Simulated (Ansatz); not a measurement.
## KAuF3 (cubic perovskite) (Pm-3m): Hubbard U and Hund's J by constrained RPA

Aim: U, U′ and J for the Au d shell of KAuF3 (cubic perovskite) (Pm-3m).

Program: Ansatz 0.2.0. Level of theory: non-magnetic LDA, then constrained RPA, plane waves, PAW. Results are calculated unless marked as measured.

The structure was built from a prototype and need not be the compound's stable phase.

## (1) Starting point

Symmetry: Pm-3m, No. 221, cubic system. The conventional cell has a = 4.328 Å, b = 4.328 Å, c = 4.328 Å, α = 90.00°, β = 90.00°, γ = 90.00°. Nearest to K lie 12 F at 3.06 Å. Au has 6 F at 2.16 Å nearest. Nearest to F lie 2 Au at 2.16 Å and 4 K at 3.06 Å. Farther neighbours and most contacts between anions are not listed.

Coordinates:

```cif
data_structure
_symmetry_space_group_name_H-M 'Pm-3m'
_symmetry_Int_Tables_number 221
_cell_length_a 4.3278
_cell_length_b 4.3278
_cell_length_c 4.3278
_cell_angle_alpha 90.000
_cell_angle_beta 90.000
_cell_angle_gamma 90.000
_cell_volume 81.06
loop_
_atom_site_label
_atom_site_type_symbol
_atom_site_symmetry_multiplicity
_atom_site_Wyckoff_symbol
_atom_site_fract_x
_atom_site_fract_y
_atom_site_fract_z
_atom_site_occupancy
K1 K 1 a 0.00000 0.00000 0.00000 1
Au1 Au 1 b 0.50000 0.50000 0.50000 1
F1 F 3 c 0.00000 0.50000 0.50000 1
```

The structure was relaxed with LDA. The structure type comes from a generator and need not be one that this composition takes. The structure was generated from a model, not taken from a measurement. The runs that relaxed it are not among those shown. The program's search for lower electronic states was switched off, so nothing shows that the state found is the lowest. Spin-orbit coupling is left out unless a step names it. The default PAW set here is soft_2. Its files were made with PBE.

## (2) LDA bands and orbital weights

This step: DFT, LDA, plane waves, PAW.

Input file input.yaml:

```yaml
crystal:
  lattice:
    - [0.0, -4.32778329, 0.0]
    - [0.0, 0.0, 4.32778329]
    - [-4.32778329, 0.0, 0.0]
  atoms:
    - { symbol: K, position: [0.0, 0.0, 0.0] }
    - { symbol: Au, position: [0.5, 0.5, 0.5] }
    - { symbol: F, position: [0.5, 0.5, 0.0] }
    - { symbol: F, position: [0.5, 0.0, 0.5] }
    - { symbol: F, position: [0.0, 0.5, 0.5] }
kpoints:
  mp_grid: { grid: [6, 6, 6] }
  band_path:
    path:
      - [[0.0, 0.0, 0.0], [0.0, 0.5, 0.0], [0.5, 0.5, 0.0], [0.0, 0.0, 0.0], [0.5, 0.5, 0.5], [0.0, 0.5, 0.0]]
      - [[0.5, 0.5, 0.5], [0.5, 0.5, 0.0]]
    npoints: 10
hamiltonian:
  xc: lda
scf:
  occupations: { method: gaussian, width: 0.08 }
  n_extra_bands: 19
  max_iter: 150
  lower_state_search: "off"
output:
  eigenvalues: true
  forces: true
  stress: true
  fatbands: true
  write_density: true
  write_potential: true
  elf: true
  volumetric_format: npy
```

Run with:

```bash
$ ansatz run input.yaml --threads 4 --pin off --max-ram 9216MiB --backend cpu --events-out ev --progress --plain --runs-dir out
```

Numbers of over 12 decimals in the logs are rounded to 6 here.

Log:

```text
scf.n_extra_bands = 19 over 25 filled bands (N_el = 49.0): the run solves 44 bands
Engine: ansatz 0.2.0, aarch64-unknown-linux-gnu
Pseudopotentials: kind: paw
Pseudopotential: K, paw, valence charge 9, recommended cutoff 420 eV (normal), K.paw.azcp
Pseudopotential: Au, paw, valence charge 19, recommended cutoff 420 eV (normal), Au.paw.azcp
Pseudopotential: F, paw, valence charge 7, recommended cutoff 420 eV (normal), F.paw.azcp
Functional definition: SPW92
  exchange = slater_x
  correlation = pw_c
Crystal: 5 atoms, lattice volume = 81.058 Å³
Basis set: ecut = 420 eV, 1575 PW (Γ)
Bands: 44, of which v1, the nominal top of the filled ones, is band 25 counted from 1 (24 counted from 0)
Symmetry: 48 space group operations
Space group: Pm-3m (ITA 221), of the structure as read, at distance tolerance 4.3e-5 Å
k-points: 20 of 216
Non-local potential: K, projectors of the file, l = 0: 3, l = 1: 2, l = 2: 2
Non-local potential: Au, projectors of the file, l = 0: 3, l = 1: 2, l = 2: 2, l = 3: 1
Non-local potential: F, projectors of the file, l = 0: 2, l = 1: 2, l = 2: 1
PAW form: soft (Blöchl's): semilocal exchange-correlation on the pseudo side does not see the compensation charge
PAW frozen core: K, regenerated for the run's functional, and the local potential with it (the file was generated under x = pbe(κ = 0.804, μ = 0.219515), c = pbe(β = 0.066725))
PAW frozen core: Au, regenerated for the run's functional, and the local potential with it (the file was generated under x = pbe(κ = 0.804, μ = 0.219515), c = pbe(β = 0.066725))
PAW frozen core: F, regenerated for the run's functional, and the local potential with it (the file was generated under x = pbe(κ = 0.804, μ = 0.219515), c = pbe(β = 0.066725))
PAW one-centre angular grid: K, 110 points (default); XC on 64 Gauss nodes
PAW one-centre angular grid: Au, 590 points (default); XC on 64 Gauss nodes
PAW one-centre angular grid: F, 110 points (default); XC on 64 Gauss nodes
Initial density: superposition of atomic densities (neutral atoms: chi_scale 0, normalization atom), corrected by the library's trained network
Initial wavefunctions: pseudopotential atomic-orbital guess
Functional: x = slater, c = lda
SCF iter   1: F=—  HF=-16742.032289 eV  |F-HF|=—  |Δ(HF+E_count)|=         —  Δρ=1.95e-2  dr2=2.23e-1  ethr=1.77e-3  ⟨swp⟩=5.8  Hψ=3991  notcnv=0  defer=157
preconditioner: auto → LDOS  [metal: Δε(μ)=0.007 eV  Ē_g=19.786 eV  σ=0.080 eV  W_gap=0.05  n_scr=18 (ndim 8)  ℏωp=25.8 eV  f_vac=0.130  D(μ)=4.07/eV (n_scr^D=32)  β→1.0]
SCF iter   2: F=—  HF=-16742.018757 eV  |F-HF|=—  |Δ(HF+E_count)|=   1.35e-2  Δρ=1.83e-2  dr2=1.53e-1  ethr=4.55e-4  ⟨swp⟩=2.0  Hψ=1571  notcnv=0  defer=247
SCF iter   3: F=—  HF=-16741.968836 eV  |F-HF|=—  |Δ(HF+E_count)|=   4.99e-2  Δρ=4.08e-3  dr2=1.12e-2  ethr=3.13e-4  ⟨swp⟩=2.0  Hψ=1159  notcnv=0  defer=247
SCF iter   4: F=—  HF=-16741.967649 eV  |F-HF|=—  |Δ(HF+E_count)|=   1.19e-3  Δρ=2.80e-3  dr2=5.90e-3  ethr=2.29e-5  ⟨swp⟩=1.0  Hψ=631  notcnv=0  defer=247
SCF iter   5: F=—  HF=-16741.966383 eV  |F-HF|=—  |Δ(HF+E_count)|=   1.27e-3  Δρ=1.11e-3  dr2=8.62e-4  ethr=1.20e-5  ⟨swp⟩=2.0  Hψ=922  notcnv=0  defer=247
SCF iter   6: F=—  HF=-16741.966094 eV  |F-HF|=—  |Δ(HF+E_count)|=   2.90e-4  Δρ=1.33e-4  dr2=5.71e-6  ethr=1.76e-6  ⟨swp⟩=2.0  Hψ=1040  notcnv=0  defer=247
SCF iter   7: F=—  HF=-16741.966089 eV  |F-HF|=—  |Δ(HF+E_count)|=   5.03e-6  Δρ=2.13e-5  dr2=3.17e-7  ethr=1.17e-8  ⟨swp⟩=2.1  Hψ=1081  notcnv=0  defer=243
SCF iter   8: F=-16741.966089 eV  HF=-16741.966089 eV  |F-HF|=1.18e-9  |Δ(HF+E_count)|=   4.74e-8  Δρ=2.05e-6  dr2=1.79e-9  ethr=2.04e-10  ⟨swp⟩=16.2  Hψ=6773  notcnv=0
SCF 1 converged in 8 iterations: F = -16741.966089 eV  dr2 = 1.79e-9
  greatest PAW one-centre occupation: 1.002 electrons in one spin orbital (limit 2), on the Au atom at site 1 (counted from 0), in its partial waves of l = 0
NSCF: frozen V_eff on 62 k-points
SCF converged after 8 iterations
Free energy (F): -16741.966089 eV
Harris-Foulkes:  -16741.966089 eV  (|F-HF|=1.18e-9)
Internal energy: -16741.953065 eV  (E = F + TS)
E sigma→0 (E₀):  -16741.959577 eV
Entropy (-TS):   -0.013024 eV (-2.605 meV/atom)
Fermi energy:    6.868736 eV
--- Per-component energies (eV) ---
  E_band       = -611.404755
  E_kinetic    = 1470.739295
  E_local      = -5340.073538  (includes V_loc(G=0)·N_el)
  E_nonlocal   = 327.195965
  E_hartree    = 2133.173962
  E_xc         = -590.677990
  E_vxc        = -737.523938  (∫ρ·V_xc dr)
  E_paw        = -10728.372222  (= ΣΔE_a)
  E_vpaw       = -598.094585  (= ΣTr[D̂ρ^β])
  E_aug_tail   = 0.006511  (compensation charges beyond the density's cutoff)
  E_ewald      = -4015.065021
  E_core_change = 1.119973  (= ΣΔE_core)
  E_smearing   = -0.013024  (= −TS)
  E_closure    = -0.000000  (closes the sum)
  Σ components = -16741.966089   (vs F -16741.966089, Δ=0.00e0)
--- Forces (eV/Å), atoms counted from 1 ---
  atom   1  K      0.00000000    -0.00000000    -0.00000000
  atom   2  Au    -0.00000000     0.00000000     0.00000000
  atom   3  F     -0.00000000     0.00000000    -0.00000000
  atom   4  F     -0.00000000     0.00000000     0.00000000
  atom   5  F     -0.00000000     0.00000000     0.00000000
  max |Σ_I F_I| component: 1.50e-28 eV/Å
--- Stress (GPa, compression-positive) ---
       -0.012746       0.000000       0.000000
        0.000000      -0.012746      -0.000000
        0.000000      -0.000000      -0.012746
  P = ⅓ Tr σ = -0.0127 GPa (-0.127 kbar)
--- Band table (eV; the first three rows and the last of 20) ---
  k-point 0: bands = [... 21 lower, 3.3864, 3.3864, 4.2141, 4.2141, 7.1723, 12.6531, 12.6531, 12.9351, ... 15 higher]
  k-point 1: bands = [... 21 lower, 3.7810, 3.7810, 4.2161, 4.8321, 7.7098, 12.6381, 12.8221, 13.1816, ... 15 higher]
  k-point 2: bands = [... 21 lower, 4.2197, 4.3149, 4.3149, 5.4245, 9.1082, 12.1143, 13.1795, 14.1985, ... 15 higher]
  k-point 19: bands = [... 21 lower, 4.9963, 4.9963, 7.6763, 7.6763, 12.3520, 12.3520, 12.3520, 13.0567, ... 15 higher]
```

Elapsed: 2.8 s, on 4 threads of Arm Neoverse V2, shared host; peak memory 0.42 GiB.

The column dr2 measures how far the density is from self-consistency, as an energy; F and HF (Harris–Foulkes) agree once it is small.

This step gave:

* pressure: -0.01275 GPa

Electronic bands along the path, in eV, zero at the Fermi level:

```
    point  band 22  band 23  band 24  band 25  band 26  band 27  band 28  band 29
        Γ    -3.48    -3.48    -2.65    -2.65     0.30     5.78     5.78     6.07
  halfway    -2.80    -2.80    -2.65    -1.68     1.48     5.58     6.13     6.74
        X    -2.65    -2.33    -2.33    -1.27     3.37     4.53     6.50     7.65
  halfway    -2.33    -2.16    -2.14    -0.15     3.73     5.10     6.87     7.18
        M    -2.33    -2.07    -1.90     0.81     4.53     6.48     6.48     6.52
  halfway    -2.78    -2.49    -2.22    -0.76     2.22     5.89     6.36     6.83
        Γ    -3.48    -3.48    -2.65    -2.65     0.30     5.78     5.78     6.07
  halfway    -2.46    -2.46    -0.77    -0.77     2.79     6.49     6.49     6.49
        R    -1.87    -1.87     0.81     0.81     5.48     5.48     5.48     6.19
  halfway    -2.15    -2.12    -0.79     0.07     4.04     5.42     6.60     7.33
        X    -2.65    -2.33    -2.33    -1.27     3.37     4.53     6.50     7.65
jump to R    -1.87    -1.87     0.81     0.81     5.48     5.48     5.48     6.19
  halfway    -2.12    -1.89    -0.43     0.81     4.78     5.93     5.93     7.07
        M    -2.33    -2.07    -1.90     0.81     4.53     6.48     6.48     6.52
```

Of the projections kept (Au 5d, F 2p), the largest for each band there; the rest of the weight can lie on other orbitals:

```csv
point,band 22,band 23,band 24,band 25,band 26,band 27,band 28,band 29
Γ,Au 5d 1.00,Au 5d 1.00,Au 5d 0.94,Au 5d 0.94,-,-,-,-
X,Au 5d 0.94,Au 5d 0.66,Au 5d 0.66,Au 5d 0.62,F 2p 0.24,F 2p 0.10,F 2p 0.01,F 2p 0.01
M,Au 5d 0.67,Au 5d 0.79,Au 5d 0.69,Au 5d 0.57,F 2p 0.23,F 2p 0.01,F 2p 0.01,F 2p 0.03
Γ,Au 5d 1.00,Au 5d 1.00,Au 5d 0.94,Au 5d 0.94,-,-,-,-
R,Au 5d 0.67,Au 5d 0.67,Au 5d 0.57,Au 5d 0.57,-,-,-,F 2p 0.26
X,Au 5d 0.94,Au 5d 0.66,Au 5d 0.66,Au 5d 0.62,F 2p 0.24,F 2p 0.10,F 2p 0.01,F 2p 0.01
```

Valence density in the ac plane at fractional y = 0.500, with atoms of Au and F within 0.2 Å of it. It is the smooth field of the valence electrons, not physical close to the nuclei.

Ten even steps from '_' (0 e/Å³) to '@' (14 e/Å³), each cell a mean:
```
__________..==**--__________
____________..::..__________
____________________________
____________________________
..________..::::::__________
==::______--**##++::____..--
%%==..__..==%%@@##::____::**
**--______--##%%**::____..==
::..______..--==--..______..
______________..____________
____________________________
______________..____________
__________..--==::__________
__________::**%%==..________
```
Columns run along a (4.3 Å), rows up along c (4.3 Å). Atoms in or near the plane, at fractional coordinates: Au at (0.50, 0.50), F at (0.50, 0.00), F at (0.00, 0.50).

ELF in the ac plane at fractional y = 0.500, with atoms of Au and F within 0.2 Å of it. It is the smooth field of the valence electrons, not physical close to the nuclei.

Ten even steps from '0' (0.00) to '9' (0.81), each cell a mean:
```
00037987995100
00014788862000
21001233310001
65101233221025
98413555542169
99623677752389
68724689753387
89723678753388
99513566652279
86212334331147
32001122210013
00002577641000
00026998985100
00038986996200
```
Columns run along a (4.3 Å), rows up along c (4.3 Å). Atoms in or near the plane, at fractional coordinates: Au at (0.50, 0.50), F at (0.50, 0.00), F at (0.00, 0.50).

## (3) Constrained RPA: Au d, bands v5 to v1, 4×4×4 mesh, medium accuracy

Constrained RPA screens the interaction with every transition except those inside the target bands, which a later many-body model would treat itself.

This step: constrained RPA on LDA, plane waves, PAW.

input.yaml, the sections that differ from step 2:

```yaml
kpoints:
  mp_grid: { grid: [6, 6, 6] }
output:
  crpa:
    kmesh: [4, 4, 4]
    target_bands: [v5, v1]
    projections: [{ species: Au, l: d, shell: 5 }]
  local_orbitals:
    kmesh: [8, 8, 8]
    orbitals: [{ species: Au, l: d, shell: 5 }]
    window: { bands: [v5, v1] }
    seedname: lo
# crystal, hamiltonian, scf: as in step 2
```

Log:

```text
[...]
Crystal: 5 atoms, lattice volume = 81.058 Å³
Basis set: ecut = 420 eV, 1575 PW (Γ)
Bands: 44, of which v1, the nominal top of the filled ones, is band 25 counted from 1 (24 counted from 0)
Symmetry: 48 space group operations
[...]
k-points: 20 of 216
[...]
SCF iter   1: F=—  HF=-16742.032285 eV  |F-HF|=—  |Δ(HF+E_count)|=         —  Δρ=1.95e-2  dr2=2.23e-1  ethr=1.77e-3  ⟨swp⟩=5.8  Hψ=3991  notcnv=0  defer=157
[...]
SCF iter   8: F=-16741.966089 eV  HF=-16741.966089 eV  |F-HF|=1.22e-9  |Δ(HF+E_count)|=   4.75e-8  Δρ=2.05e-6  dr2=1.84e-9  ethr=2.04e-10  ⟨swp⟩=11.8  Hψ=4644  notcnv=0
SCF 1 converged in 8 iterations: F = -16741.966089 eV  dr2 = 1.84e-9
[...]
NSCF: frozen V_eff on 38 k-points
[...]
cRPA screening: q 1/64
cRPA screening: q 2/64
cRPA screening: q 8/64 (q-point 3)
cRPA screening: q 11/64 (q-point 6)
cRPA screening: q 23/64 (q-point 7)
cRPA screening: q 35/64 (q-point 11)
cRPA screening: q 38/64 (q-point 22)
cRPA screening: q 46/64 (q-point 23)
cRPA screening: q 58/64 (q-point 27)
cRPA screening: q 64/64 (q-point 43)
SCF converged after 8 iterations
Free energy (F): -16741.966089 eV
[...]
Internal energy: -16741.953065 eV  (E = F + TS)
E sigma→0 (E₀):  -16741.959577 eV
Entropy (-TS):   -0.013024 eV (-2.605 meV/atom)
Fermi energy:    6.868736 eV
[...]
--- Band table (eV; the first three rows and the last of 20) ---
  k-point 0: bands = [... 21 lower, 3.3864, 3.3864, 4.2141, 4.2141, 7.1723, 12.6531, 12.6531, 12.9351, ... 15 higher]
  k-point 1: bands = [... 21 lower, 3.7810, 3.7810, 4.2161, 4.8321, 7.7098, 12.6381, 12.8221, 13.1816, ... 15 higher]
  k-point 2: bands = [... 21 lower, 4.2197, 4.3149, 4.3149, 5.4245, 9.1082, 12.1143, 13.1795, 14.1985, ... 15 higher]
  k-point 19: bands = [... 21 lower, 4.9963, 4.9963, 7.6763, 7.6763, 12.3520, 12.3520, 12.3520, 13.0567, ... 15 higher]
--- cRPA (band scheme, projected local orbitals): target bands 21..25 (1-based), 5 Wannier function(s), 4×4×4 mesh, 50 bands' worth read of 55 solved, ecut_chi 136.0 eV, v(q+G=0) probe_charge, pair densities all_electron ---
  bands read: the sum over 50 bands ends inside a degenerate multiplet in 1 slot, whose members it reads at an even weight; the widest, k=42: bands 49 to 51 (counted from 1) at 2/3 each
  χ-basis size per q: N_G = 257..304
  window electrons = 9.0000, filled by tetrahedron_uncorrected; constrained ε̄⁻¹(q = 0, 0) head = 0.340234; min gauge Gram eig = 0.5745
  Kanamori averages over each shell's own Wannier functions (sites counted from 0, functions from 1):
    Site 1, 5D, 5 of 5 d orbitals (Wannier functions 1, 2, 3, 4, 5; wannier90's mr 1, 2, 3, 4, 5):
      screened: U = 4.6600 eV, U' = 3.9851 eV, J = 0.3113 eV
      screened d-shell averages: U_bar = F0 = 4.1201 eV, J_bar = 0.4463 eV
      screened, to within: U = 1.6e-2 eV, U' = 1.6e-2 eV, J = 5.9e-4 eV
      screened d-shell averages, to within: U_bar = 1.4e-2 eV, J_bar = 9.9e-4 eV
      bare: V = 12.6630 eV, V' = 11.6624 eV, J = 0.4290 eV
      bare d-shell averages: V_bar = F0 = 11.8625 eV, J_bar = 0.6292 eV
  Hermiticity witness max|P − P†| over intra, direct and exchange elements: 6.22e-15 eV (screened), 3.55e-15 eV (bare)
  Reality witness max|Im| over intra, direct and exchange elements: 2.34e-19 eV (screened), 5.08e-19 eV (bare)
```

Wall time 66 s (4 threads); peak memory 0.64 GiB.

Numbers from this step:

```
U                                                 : 4.660 eV
U prime (inter-orbital)                           : 3.985 eV
J                                                 : 0.3113 eV
bare V                                            : 12.66 eV
bare J                                            : 0.4290 eV
stated bound on U                                 : 0.01514 eV
U over bare V                                     : 0.3680
electrons in the window                           : 9.000
head of the constrained inverse dielectric matrix : 0.3402
least eigenvalue of the projection's overlap      : 0.5745
target functions                                  : 5
bands in the sums                                 : 50
r.m.s. miss of the model bands                    : 0.001433 eV
width of the target bands                         : 4.290 eV
weight of the projected orbitals in the window    : 0.7316
```

On the Au d shell, screening brings the on-site interaction from 12.7 eV down to U = 4.66 eV.

Kanamori averages over each shell's functions. Crpa shells, by row:

| site | element | shell | orbitals | U (eV) | U' (eV) | J (eV) | bare V (eV) | bare V' (eV) | bare J (eV) | bound on U (eV) |
| --- | --- | --- | --- | --- | --- | --- | --- | --- | --- | --- |
| 2 | Au | 5D | 5 | 4.66 | 3.985 | 0.3113 | 12.66 | 11.66 | 0.429 | 0.01514 |

Density-density elements U_iijj, eV. U matrix, by row:

```csv
orbital,Au2 dz2,Au2 dxz,Au2 dyz,Au2 dx2-y2,Au2 dxy
Au2 dz2,4.63,4.101,4.101,3.841,3.856
Au2 dxz,4.101,4.68,3.965,3.938,3.965
Au2 dyz,4.101,3.965,4.68,3.938,3.965
Au2 dx2-y2,3.841,3.938,3.938,4.63,4.182
Au2 dxy,3.856,3.965,3.965,4.182,4.68
```

Exchange elements U_ijji, eV. J matrix, by row:

```csv
orbital,Au2 dz2,Au2 dxz,Au2 dyz,Au2 dx2-y2,Au2 dxy
Au2 dz2,-,0.263,0.263,0.395,0.351
Au2 dxz,0.263,-,0.321,0.322,0.321
Au2 dyz,0.263,0.321,-,0.322,0.321
Au2 dx2-y2,0.395,0.322,0.322,-,0.234
Au2 dxy,0.351,0.321,0.321,0.234,-
```

Projected local orbitals of the target window. The electronic bands at the labelled points (eV, zero at the Fermi level; # counts the bands kept):

| point | #2 | #3 | #4 | #5 |
| --- | --- | --- | --- | --- |
| Γ | -3.48 | -3.48 | -2.65 | -2.65 |
| halfway | -2.80 | -2.80 | -2.65 | -1.68 |
| X | -2.65 | -2.33 | -2.33 | -1.27 |
| halfway | -2.33 | -2.16 | -2.14 | -0.15 |
| M | -2.33 | -2.07 | -1.90 | 0.81 |
| halfway | -2.78 | -2.49 | -2.22 | -0.76 |
| Γ | -3.48 | -3.48 | -2.65 | -2.65 |
| halfway | -2.46 | -2.46 | -0.77 | -0.77 |
| R | -1.87 | -1.87 | 0.81 | 0.81 |
| halfway | -2.15 | -2.12 | -0.79 | 0.07 |
| X | -2.65 | -2.33 | -2.33 | -1.27 |
| jump to R | -1.87 | -1.87 | 0.81 | 0.81 |
| halfway | -2.12 | -1.89 | -0.43 | 0.81 |
| M | -2.33 | -2.07 | -1.90 | 0.81 |

The same for Kohn-Sham, solved directly:

```
point     #2     #3     #4     #5
    Γ  -3.48  -3.48  -2.65  -2.65
    X  -2.65  -2.33  -2.33  -1.27
    M  -2.33  -2.07  -1.90   0.81
    Γ  -3.48  -3.48  -2.65  -2.65
    R  -1.87  -1.87   0.81   0.81
    X  -2.65  -2.33  -2.33  -1.27
    R  -1.87  -1.87   0.81   0.81
    M  -2.33  -2.07  -1.90   0.81
```

The first set of electronic bands as a text plot (rows in eV):

```
    0.7 |             ***                    *****        *******
    0.5 |                *                  *    **
    0.4 |            *                             *       *
    0.2 |           *     *                *      *
    0.0 |                                           *       *
   -0.2 |                                            *
   -0.4 |                  **            **        *         *
   -0.5 |          *                                  *
   -0.7 |                    *          *           *
   -0.9 |         *                                    *
   -1.1 |
   -1.2 |      ***            *        *             *  **    *
   -1.4 |     *
   -1.6 |   **
   -1.8 |                      *     **       **      *   *    *
   -2.0 |            *****                  **  ****      *******
   -2.1 |  *       ***********  *   *      *      **** *     *
   -2.3 | *    *********** ** **         **        *  ****    ***
   -2.5 |*    *      **  **  *  ** *    *           *   *
   -2.7 |*********  *      ** *  **    *             *   *
   -2.9 |   *                **      **               *
   -3.0 |          *          **     **
   -3.2 |  *      *            **   *                  *
   -3.4 |*********              ****                    **
         Γ      X      M          Γ            R        X|R     M
```

Onsite levels, by row:

| orbital | level less Fermi level (eV) |
| --- | --- |
| Au2 dz2 | -0.9893 |
| Au2 dxz | -2.477 |
| Au2 dyz | -2.477 |
| Au2 dx2-y2 | -0.9893 |
| Au2 dxy | -2.477 |

Largest distinct elements between sites. Hoppings, by row:

```
      from          to     cell  distance (Å)   t (eV)
   Au2 dz2     Au2 dz2   0 -1 0         4.328   -0.557
Au2 dx2-y2  Au2 dx2-y2   -1 0 0         4.328  -0.4219
Au2 dx2-y2     Au2 dz2    1 0 0         4.328   -0.234
   Au2 dxy     Au2 dxy   0 0 -1         4.328  -0.1808
   Au2 dz2     Au2 dz2   0 0 -1         4.328  -0.1517
Au2 dx2-y2  Au2 dx2-y2    1 0 1          6.12    0.072
   Au2 dz2     Au2 dz2   0 -2 0         8.656  -0.0716
Au2 dx2-y2  Au2 dx2-y2    2 0 0         8.656  -0.0536
   Au2 dz2     Au2 dz2   0 1 -1          6.12   0.0477
   Au2 dz2  Au2 dx2-y2  0 -1 -1          6.12  -0.0422
   Au2 dyz     Au2 dyz   -1 1 0          6.12  -0.0404
Au2 dx2-y2     Au2 dz2    0 0 2         8.656   0.0312
```

(Part 1 of 2 ends here.)

[Paths, hosts, dates, memory and timing lines, banners, echoed tables and standing remarks are left out of the program output.]

[Logs are printed without paths, hosts, clocks, repeated set-up lines and the standing remarks that a program may print on its own settings, such as how far it seeks lower states.]

[Runs of the session that timed out or met a known fault of the program may be left out.]

[Hosts, paths, dates, database ids (printed as entryN), source tags and the programs' standing remarks are cut or masked in the printed files.]
